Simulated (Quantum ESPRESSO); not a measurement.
Consider SrCl2 (Fm-3m).

```cif
data_structure
_symmetry_space_group_name_H-M 'P 1'
_symmetry_Int_Tables_number 1
_cell_length_a 4.9333
_cell_length_b 4.9333
_cell_length_c 4.9333
_cell_angle_alpha 60.000
_cell_angle_beta 60.000
_cell_angle_gamma 60.000
_cell_volume 84.90
loop_
_atom_site_label
_atom_site_type_symbol
_atom_site_fract_x
_atom_site_fract_y
_atom_site_fract_z
_atom_site_occupancy
Sr1 Sr 0.00000 0.00000 0.00000 1
Cl2 Cl 0.75000 0.75000 0.75000 1
Cl3 Cl 0.25000 0.25000 0.25000 1
```

Absorber: atom 2, with 4 Sr at 3.02 Å (tetrahedral, site symmetry -43m). Method: Quantum ESPRESSO XSpectra, PBE, full core hole (charged cell), 12-atom cell with 7.0 Å between holes, 4×4×4 k points, dipole transitions, Lorentzian half width 0.32 eV up to 4 eV, rising linearly to 2.5 eV at 25 eV (counted from xe0, 2.4 eV below the zero used here).

What does the Cl K edge look like?

Main maxima up to 24 eV above the zero (height): 1.1 eV (0.98), 2.6 eV (2.49), 6.1 eV (1.00) and 17.9 eV (1.08). A K edge sees empty p states on the absorber. The total-energy difference plus the lowest empty eigenvalue puts the zero at 2838.09 eV. One term is added: -17.92 eV, since the hole is spin-paired here and a spin-polarised one costs that much less in the free atom (computed apart). The photon energy is then 2820.17 eV. The functional and the charged cell's background leave an error of a few eV in such absolute values.

The Cl K spectrum (energy from the lowest empty level; intensity scaled to a mean of 1 over the first 20 eV; the points at xe0, where the cut of filled states can leave a spike, are interpolated):

```tsv
E (eV)	intensity
-2.0	0.05
-1.5	0.06
-1.0	0.07
-0.5	0.10
0.0	0.17
0.5	0.39
1.0	0.90
1.5	0.86
2.0	1.32
2.5	2.39
3.0	1.81
3.5	1.26
4.0	1.21
4.5	1.09
5.0	0.95
5.5	0.96
6.0	1.00
6.5	0.99
7.0	0.98
7.5	0.97
8.0	0.93
8.5	0.86
9.0	0.80
9.5	0.76
10.0	0.74
10.5	0.73
11.0	0.74
11.5	0.76
12.0	0.79
12.5	0.84
13.0	0.88
13.5	0.91
14.0	0.95
14.5	0.99
15.0	1.03
15.5	1.04
16.0	1.04
16.5	1.05
17.0	1.07
17.5	1.08
18.0	1.08
18.5	1.08
19.0	1.07
19.5	1.07
20.0	1.06
20.5	1.05
21.0	1.03
21.5	1.01
22.0	0.99
22.5	0.96
23.0	0.94
23.5	0.93
24.0	0.92
24.5	0.91
25.0	0.91
25.5	0.92
26.0	0.93
26.5	0.95
27.0	0.97
27.5	0.98
28.0	1.00
28.5	1.01
29.0	1.01
29.5	1.02
30.0	1.02
30.5	1.02
31.0	1.02
31.5	1.02
32.0	1.01
```

The structure is a published determination, not relaxed.

[Banner, clock and machine lines of the logs are left out without a mark of their own.]

[Logs are printed without paths, hosts, clocks, repeated set-up lines and the standing remarks that a program may print on its own settings, such as how far it seeks lower states.]

[Hosts, paths, dates, database ids (printed as entryN), source tags and the programs' standing remarks are cut or masked in the printed files.]

[Lists of maxima count a maximum above −3 eV only where it reaches 4 % of the highest in the window and stands out from its surroundings by 2 % of it (1.5 % where it reaches 55 %); shoulders and weaker maxima are passed over, and of the rest the first, up to two pre-edge ones and the few strongest are named.]
